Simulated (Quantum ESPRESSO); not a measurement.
# Canted and collinear textures of Cobalt

Aim: see whether a non-collinear arrangement of the moments of Cobalt lies under the collinear ones.

Main program and level: Quantum ESPRESSO 7.5; PBE; plane waves with PseudoDojo 0.4 FR PBE standard potentials, spin-orbit coupling.

## 1. The structure

It takes space group P6_3/mmc (No. 194, hexagonal). The conventional cell has a = 2.507 Å, b = 2.507 Å, c = 4.070 Å, α = 90.00°, β = 90.00°, γ = 120.00°. Nearest to Co lie 12 Co at 2.50 to 2.51 Å.

The cell comes from the Crystallography Open Database.

## 2. Start 1: collinear parallel

File pw.in:

```
&CONTROL
  calculation = 'scf'
  prefix = 'pwscf'
  outdir = './tmp'
  pseudo_dir = './pseudo_fr'
  disk_io = 'nowf'
/
&SYSTEM
  ibrav = 0
  nat = 2
  ntyp = 1
  ecutwfc = 82
  nbnd = 48
  occupations = 'smearing'
  smearing = 'fd'
  degauss = 0.00999582
  noncolin = .true.
  lspinorb = .true.
  starting_magnetization(1) = 0.1176
  angle1(1) = 0
  angle2(1) = 0
/
&ELECTRONS
  conv_thr = 2d-08
  electron_maxstep = 150
  mixing_beta = 0.3
/
ATOMIC_SPECIES
Co     58.9332 Co.upf
CELL_PARAMETERS angstrom
   2.5074000000    0.0000000000    0.0000000000
  -1.2537000000    2.1714720974    0.0000000000
   0.0000000000    0.0000000000    4.0699000000
ATOMIC_POSITIONS crystal
Co      0.3333333333    0.6666666667    0.2500000000
Co      0.6666666667    0.3333333333    0.7500000000
K_POINTS automatic
8 8 4 0 0 0
```

Launch:

```
> OMP_NUM_THREADS=1 mpirun -n 4 pw.x -nk 4 -in pw.in > pw.out
```

Output:

```text
Program PWSCF v.7.5 starts

     Fixed quantization axis for GGA:     0.000000    0.000000    1.000000
     Message from routine setup:
     using ibrav=0 with symmetry is DISCOURAGED, use correct ibrav instead

     K-points division:     npool     =       4
     Subspace diagonalization in iterative solution of the eigenvalue problem:

     bravais-lattice index     =            0
     lattice parameter (alat)  =       4.7383  a.u.
     unit-cell volume          =     149.5403 (a.u.)^3
     number of atoms/cell      =            2
     number of atomic types    =            1
     number of electrons       =        34.00
     number of Kohn-Sham states=           48
     kinetic-energy cutoff     =      82.0000  Ry
     charge density cutoff     =     328.0000  Ry
     scf convergence threshold =      2.0E-08
     mixing beta               =       0.3000
     number of iterations used =            8  plain     mixing
     Exchange-correlation= PBE
                           (   1   4   3   4   0   0   0)
     Noncollinear calculation with spin-orbit

     celldm(1)=   4.738299  celldm(2)=   0.000000  celldm(3)=   0.000000
     celldm(4)=   0.000000  celldm(5)=   0.000000  celldm(6)=   0.000000

     crystal axes: (cart. coord. in units of alat)
               a(1) = (   1.000000   0.000000   0.000000 )
               a(2) = (  -0.500000   0.866025   0.000000 )
               a(3) = (   0.000000   0.000000   1.623155 )

     reciprocal axes: (cart. coord. in units 2 pi/alat)
               b(1) = (  1.000000  0.577350 -0.000000 )
               b(2) = (  0.000000  1.154701  0.000000 )
               b(3) = (  0.000000 -0.000000  0.616084 )

     PseudoPot. # 1 for Co read from file:
     Co.upf
     Pseudo is Norm-conserving + core correction, Zval = 17.0

     atomic species   valence    mass     pseudopotential
     Co               17.00    58.93320     Co( 1.00)

     24 Sym. Ops., with inversion, found (12 have fractional translation)

   Cartesian axes

     site n.     atom                  positions (alat units)
         1        Co     tau(   1) = (  -0.0000000   0.5773503   0.4057889  )
         2        Co     tau(   2) = (   0.5000000   0.2886751   1.2173666  )

     number of k points=    30  Fermi-Dirac smearing, width (Ry)=  0.0100
                       cart. coord. in units 2pi/alat
        k(    1) = (   0.0000000   0.0000000   0.0000000), wk =   0.0039062
        k(    2) = (   0.0000000   0.0000000   0.1540210), wk =   0.0078125
        k(    3) = (   0.0000000   0.0000000  -0.3080420), wk =   0.0039062
        k(    4) = (   0.0000000   0.1443376   0.0000000), wk =   0.0234375
        k(    5) = (   0.0000000   0.1443376   0.1540210), wk =   0.0468750
        [... 25 further k-points ...]

     Dense  grid:    15027 G-vectors     FFT dimensions: (  27,  27,  48)

     Generating pointlists ...
     new r_m :   0.4108 (alat units)  1.9467 (a.u.) for type    1

     Initial potential from superposition of free atoms

     starting charge      33.9994, renormalised to      34.0000

 ==============================================================================
     atom number    1 relative position :   -0.0000   0.5774   0.4058
     charge :    15.640672  (integrated on a sphere of radius 0.411)
     magnetization :          0.000000    0.000000    1.839343
     magnetization/charge:    0.000000    0.000000    0.117600
     polar coord.: r, theta, phi [deg] :     1.839343    0.000000  360.000000

 ==============================================================================

 ==============================================================================
     atom number    2 relative position :    0.5000   0.2887   1.2174
     charge :    15.640672  (integrated on a sphere of radius 0.411)
     magnetization :          0.000000    0.000000    1.839343
     magnetization/charge:    0.000000    0.000000    0.117600
     polar coord.: r, theta, phi [deg] :     1.839343    0.000000  360.000000

 ==============================================================================
     Starting wfcs are   40 randomized atomic wfcs +    8 random wfcs

     Self-consistent Calculation

     iteration #  1     ecut=    82.00 Ry     beta= 0.30
     Davidson diagonalization with overlap
     ethr =  1.00E-02,  avg # of iterations =  3.8

     Threshold (ethr) on eigenvalues was too large:
     Diagonalizing with lowered threshold

     Davidson diagonalization with overlap
     ethr =  9.09E-05,  avg # of iterations =  3.2

     total energy              =    -612.05519405 Ry
     estimated scf accuracy    <       0.03215597 Ry

     total magnetization       =    -0.00     0.00     3.28 Bohr mag/cell
     absolute magnetization    =     3.36 Bohr mag/cell

     iteration #  2     ecut=    82.00 Ry     beta= 0.30
     Davidson diagonalization with overlap
     ethr =  9.46E-05,  avg # of iterations =  1.0

     total energy              =    -612.06188714 Ry
     estimated scf accuracy    <       0.01231491 Ry

     total magnetization       =     0.00    -0.00     3.26 Bohr mag/cell
     absolute magnetization    =     3.39 Bohr mag/cell

     [... further iterations left out ...]

     iteration #  9     ecut=    82.00 Ry     beta= 0.30
     Davidson diagonalization with overlap
     ethr =  1.68E-10,  avg # of iterations =  2.0

     total energy              =    -612.06624312 Ry
     estimated scf accuracy    <       0.00000003 Ry

     total magnetization       =    -0.00     0.00     3.27 Bohr mag/cell
     absolute magnetization    =     3.63 Bohr mag/cell

     iteration # 10     ecut=    82.00 Ry     beta= 0.30
     Davidson diagonalization with overlap
     ethr =  7.97E-11,  avg # of iterations =  2.0

 ==============================================================================
     atom number    1 relative position :   -0.0000   0.5774   0.4058
     charge :    15.612858  (integrated on a sphere of radius 0.411)
     magnetization :         -0.000000    0.000000    1.717095
     magnetization/charge:   -0.000000    0.000000    0.109980
     polar coord.: r, theta, phi [deg] :     1.717095    0.000000  360.000000

 ==============================================================================

 ==============================================================================
     atom number    2 relative position :    0.5000   0.2887   1.2174
     charge :    15.612858  (integrated on a sphere of radius 0.411)
     magnetization :          0.000000   -0.000000    1.717095
     magnetization/charge:    0.000000   -0.000000    0.109980
     polar coord.: r, theta, phi [deg] :     1.717095    0.000000  360.000000

 ==============================================================================

     End of self-consistent calculation

     [... lines left out ...]
     the Fermi energy is    18.7589 ev

!    total energy              =    -612.06624313 Ry
     estimated scf accuracy    <          1.4E-09 Ry
     smearing contrib. (-TS)   =      -0.00887503 Ry
     internal energy E=F+TS    =    -612.05736809 Ry

     The total energy is F=E-TS. E is the sum of the following terms:
     one-electron contribution =    -255.67165432 Ry
     hartree contribution      =     151.96702058 Ry
     xc contribution           =    -112.10137429 Ry
     ewald contribution        =    -396.25136006 Ry

     total magnetization       =     0.00    -0.00     3.27 Bohr mag/cell
     absolute magnetization    =     3.63 Bohr mag/cell

     convergence has been achieved in  10 iterations

=------------------------------------------------------------------------------=
   JOB DONE.
=------------------------------------------------------------------------------=
```

The job ended after 28 s (4 MPI ranks of Arm Neoverse V1, shared host; peak memory 0.37 GiB; 1.9 min of CPU time).

Spin moment in the atom's sphere by atom:

```
atom  x (μB)  y (μB)  z (μB)  size
 Co1    0.00    0.00    1.72  1.72
 Co2    0.00    0.00    1.72  1.72
```

Read from the output:

```yaml
smearing_term_ts: 0.1208 eV
magnetization: 0, 0, 3.27 μB
absolute_magnetization: 3.63 μB
final_state: ferromagnetic
```

## 3. Start 2: two sublattices 90 degrees apart

Edit pw.in of step 2 so:

```diff
@@ -10,3 +10,3 @@
   nat = 2
-  ntyp = 1
+  ntyp = 2
   ecutwfc = 82
@@ -19,4 +19,7 @@
   starting_magnetization(1) = 0.1176
-  angle1(1) = 0
+  angle1(1) = 90
   angle2(1) = 0
+  starting_magnetization(2) = 0.1176
+  angle1(2) = 90
+  angle2(2) = 90
 /
@@ -28,3 +31,4 @@
 ATOMIC_SPECIES
-Co     58.9332 Co.upf
+Co1    58.9332 Co.upf
+Co2    58.9332 Co.upf
 CELL_PARAMETERS angstrom
@@ -34,4 +38,4 @@
 ATOMIC_POSITIONS crystal
-Co      0.3333333333    0.6666666667    0.2500000000
-Co      0.6666666667    0.3333333333    0.7500000000
+Co1     0.3333333333    0.6666666667    0.2500000000
+Co2     0.6666666667    0.3333333333    0.7500000000
 K_POINTS automatic
```

Output:

```text
     [... lines left out ...]
Program PWSCF v.7.5 starts
     [... lines left out ...]
     number of atoms/cell      =            2
     [... lines left out ...]
     number of electrons       =        34.00
     number of Kohn-Sham states=           48
     kinetic-energy cutoff     =      82.0000  Ry
     charge density cutoff     =     328.0000  Ry
     scf convergence threshold =      2.0E-08
     [... lines left out ...]
     Noncollinear calculation with spin-orbit
     [... lines left out ...]
      2 Sym. Ops. (no inversion) found ( 1 have fractional translation)
     [... lines left out ...]
     number of k points=   136  Fermi-Dirac smearing, width (Ry)=  0.0100
     [... lines left out ...]
     iteration # 29     ecut=    82.00 Ry     beta= 0.30
     [... lines left out ...]
     atom number    1 relative position :   -0.0000   0.5774   0.4058
     [... lines left out ...]
     magnetization :          1.211733    1.213296    0.000000
     [... lines left out ...]
     atom number    2 relative position :    0.5000   0.2887   1.2174
     [... lines left out ...]
     magnetization :          1.212139    1.212887   -0.000000
     [... lines left out ...]
     the Fermi energy is    18.7582 ev
!    total energy              =    -612.06595782 Ry
     estimated scf accuracy    <       0.00000002 Ry
     smearing contrib. (-TS)   =      -0.00890256 Ry
     [... lines left out ...]
     total magnetization       =     2.31     2.31     0.00 Bohr mag/cell
     absolute magnetization    =     3.62 Bohr mag/cell
     convergence has been achieved in  29 iterations
```

Wall time 6 min (4 MPI ranks); peak memory 0.67 GiB.

Spin moment in the atom's sphere by atom:

```
atom  x (μB)  y (μB)  z (μB)  size
 Co1    1.21    1.21    0.00  1.71
 Co2    1.21    1.21    0.00  1.71
```

Numbers from this step:

| Item | Value |
| --- | --- |
| smearing term TS | 0.1211 eV |
| magnetization | 2.312, 2.314, 0 μB |
| absolute magnetization | 3.619 μB |
| final state | ferromagnetic |

## 4. Start 3: random 1

Edit pw.in of step 3 so:

```diff
@@ -19,7 +19,8 @@
   starting_magnetization(1) = 0.1176
-  angle1(1) = 90
-  angle2(1) = 0
+  angle1(1) = 124.477
+  angle2(1) = 46.917
   starting_magnetization(2) = 0.1176
-  angle1(2) = 90
-  angle2(2) = 90
+  angle1(2) = 58.262
+  angle2(2) = 131.997
+  nosym = .true.
 /
```

Output:

```text
     [... lines left out ...]
Program PWSCF v.7.5 starts
     [... lines left out ...]
     number of atoms/cell      =            2
     [... lines left out ...]
     number of electrons       =        34.00
     number of Kohn-Sham states=           48
     kinetic-energy cutoff     =      82.0000  Ry
     charge density cutoff     =     328.0000  Ry
     scf convergence threshold =      2.0E-08
     [... lines left out ...]
     Noncollinear calculation with spin-orbit
     [... lines left out ...]
     No symmetry found
     [... lines left out ...]
     number of k points=   256  Fermi-Dirac smearing, width (Ry)=  0.0100
     [... lines left out ...]
     iteration # 36     ecut=    82.00 Ry     beta= 0.30
     [... lines left out ...]
     atom number    1 relative position :   -0.0000   0.5774   0.4058
     [... lines left out ...]
     magnetization :         -0.007587    1.713934   -0.056030
     [... lines left out ...]
     atom number    2 relative position :    0.5000   0.2887   1.2174
     [... lines left out ...]
     magnetization :         -0.007790    1.713935   -0.055878
     [... lines left out ...]
     the Fermi energy is    18.7579 ev
!    total energy              =    -612.06596541 Ry
     estimated scf accuracy    <       0.00000001 Ry
     smearing contrib. (-TS)   =      -0.00889505 Ry
     [... lines left out ...]
     total magnetization       =    -0.01     3.27    -0.11 Bohr mag/cell
     absolute magnetization    =     3.62 Bohr mag/cell
     convergence has been achieved in  36 iterations
```

The job ended after 14 min (4 MPI ranks; peak memory 0.99 GiB).

Spin moment in the atom's sphere by atom:

```
atom  x (μB)  y (μB)  z (μB)  size
 Co1   -0.01    1.71   -0.06  1.71
 Co2   -0.01    1.71   -0.06  1.71
```

Read from the output:

```yaml
smearing_term_ts: 0.1210 eV
magnetization: -0.014, 3.268, -0.107 μB
absolute_magnetization: 3.62 μB
final_state: ferromagnetic
```

## 5. Start 4: collinear alternating

Edit pw.in of step 4 so:

```diff
@@ -19,8 +19,7 @@
   starting_magnetization(1) = 0.1176
-  angle1(1) = 124.477
-  angle2(1) = 46.917
+  angle1(1) = 0
+  angle2(1) = 0
   starting_magnetization(2) = 0.1176
-  angle1(2) = 58.262
-  angle2(2) = 131.997
-  nosym = .true.
+  angle1(2) = 180
+  angle2(2) = 0
 /
```

Output:

```text
     [... lines left out ...]
Program PWSCF v.7.5 starts
     [... lines left out ...]
     number of atoms/cell      =            2
     [... lines left out ...]
     number of electrons       =        34.00
     number of Kohn-Sham states=           48
     kinetic-energy cutoff     =      82.0000  Ry
     charge density cutoff     =     328.0000  Ry
     scf convergence threshold =      2.0E-08
     [... lines left out ...]
     Noncollinear calculation with spin-orbit
     [... lines left out ...]
     12 Sym. Ops. (no inversion) found ( 6 have fractional translation)
     [... lines left out ...]
     number of k points=    45  Fermi-Dirac smearing, width (Ry)=  0.0100
     [... lines left out ...]
     iteration # 14     ecut=    82.00 Ry     beta= 0.30
     [... lines left out ...]
     atom number    1 relative position :   -0.0000   0.5774   0.4058
     [... lines left out ...]
     magnetization :         -0.000000    0.000000    0.978199
     [... lines left out ...]
     atom number    2 relative position :    0.5000   0.2887   1.2174
     [... lines left out ...]
     magnetization :         -0.000000    0.000000   -0.978133
     [... lines left out ...]
     the Fermi energy is    18.6904 ev
!    total energy              =    -612.03537386 Ry
     estimated scf accuracy    <          3.0E-09 Ry
     smearing contrib. (-TS)   =      -0.02139120 Ry
     [... lines left out ...]
     total magnetization       =     0.00    -0.00     0.00 Bohr mag/cell
     absolute magnetization    =     2.01 Bohr mag/cell
     convergence has been achieved in  14 iterations
```

The job ended after 57 s (4 MPI ranks; peak memory 0.42 GiB).

Spin moment in the atom's sphere by atom:

```
atom  x (μB)  y (μB)  z (μB)   size
 Co1   0.000   0.000   0.978  0.978
 Co2   0.000   0.000  -0.978  0.978
```

Numbers from this step:

```yaml
smearing_term_ts: 0.2910 eV
magnetization: 0, 0, 0 μB
absolute_magnetization: 2.005 μB
final_state: antiferromagnetic
```

## 6. The textures together

Textures, by row:

```
                           start        final state  energy over the lowest (meV a seeded atom)  smallest moment (μB)  largest moment (μB)  net moment (μB a cell)  angles to the first moment (degrees)
              collinear parallel      ferromagnetic                                           0                 1.717                1.717                    3.27                                     0
two sublattices 90 degrees apart      ferromagnetic                                       1.941                 1.715                1.715                   3.271                                     0
                        random 1      ferromagnetic                                       1.889                 1.715                1.715                    3.27                                     0
           collinear alternating  antiferromagnetic                                         210                0.9781               0.9782                       0                                   180
```

## 7. What came out

| Property | Result |
| --- | --- |
| lowest start | collinear parallel |
| its final state | ferromagnetic |
| its moments | 1.72 μB |
| its net moment | 3.27 μB a cell |

**Reading.** No finished start ends non-collinear. The mesh is coarse, so differences of some ten meV can be noise where moments are itinerant. The cell holds only so many moments, so longer spirals cannot form in it. This program evaluates a GGA otherwise when all starting moments share an axis than when they do not, so collinear and canted runs are not quite comparable. Energies are free energies at an electronic temperature of 1580 K, which lowers moments and differences where the moments are itinerant. The cutoff lies under the 96 Ry that these files are usually run at.

[Logs and program files are shortened in this print: banners, set-up blocks, solver, clock and traceback lines can be left out without a mark of their own.]

[Logs are printed without paths, hosts, clocks, repeated set-up lines and the standing remarks that a program may print on its own settings, such as how far it seeks lower states.]

[Hosts, paths, dates, database ids (printed as entryN), source tags and the programs' standing remarks are cut or masked in the printed files.]

[Where a cell is said to come from a database of computed structures, the database is the Materials Project.]
